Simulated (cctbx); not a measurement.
# What resolution and counting buy: Ho3Pb4

Space group Cmcm (no. 63), a = 4.5020 Å, b = 11.8990 Å, c = 16.0720 Å, α = 90.00°, β = 90.00°, γ = 90.00°.

```
atom  mult.    x       y       z  Ueq (Å²)
 Pb1      8  1/2  0.1216  0.3929    0.0043
 Pb2      4  1/2  0.2731     1/4    0.0058
 Pb3      4    0       0     1/2    0.0047
 Ho1      8    0  0.3268  0.4022    0.0049
 Ho2      4    0  0.0500     1/4    0.0050
```

This is a model crystal, built by substitution and not relaxed, with assumed displacement parameters.

Five simulated data sets (cctbx; Ag Kα, λ = 0.56087 Å; 1.5 % proportional error) differ in resolution or exposure (noise floor 8 counts in the first three, 8 in the last two). Each is refined with the right model, isotropic at 1.1 Å and anisotropic otherwise. How do the figures of merit and the uncertainties move?

| d min (Å) | top counts | ⟨I/σ⟩ (unmerged, absences included) | unique | param. (scale apart) | Rint | R1 | GooF | largest s.u. xyz (fractional) | s.u. U of Ho1 (Å²) | largest error (Å) |
| --- | --- | --- | --- | --- | --- | --- | --- | --- | --- | --- |
| 1.1 | 20000 | 9.6 | 202 | 11 | 0.021 | 0.0112 | 0.91 | 0.00008 | 0.0003 | 0.0010 |
| 0.84 | 20000 | 8.3 | 429 | 24 | 0.024 | 0.0121 | 0.89 | 0.00005 | 0.0002 | 0.0005 |
| 0.6 | 20000 | 6.9 | 1155 | 24 | 0.029 | 0.0150 | 0.95 | 0.00003 | 0.0001 | 0.0005 |
| 0.75 | 300 | 0.5 | 603 | 24 | 0.440 | 0.0969 | 0.89 | 0.00085 | 0.0034 | 0.0119 |
| 0.75 | 3000 | 3.1 | 603 | 24 | 0.079 | 0.0291 | 0.89 | 0.00013 | 0.0005 | 0.0017 |

The number of reflections grows roughly as 1/d³: 202, 429 and 1155 here. R1 follows the noise rather than the truth: at 300 counts it is 0.0969, at 3000 counts 0.0291, while GooF is 0.89 and 0.89: the weights 1/σ² carry the noise. The s.u. of U (U11 where anisotropic) for Ho1 goes 0.0003, 0.0002, 0.0001 Å² with resolution and 0.0034, 0.0005 Å² with exposure.

Hardware for the 0.6 Å refinement: 0.56 s on 1 thread of Arm Neoverse N1, on a shared host, peak memory 0.09 GiB.

[Logs are printed without paths, hosts, clocks, repeated set-up lines and the standing remarks that a program may print on its own settings, such as how far it seeks lower states.]
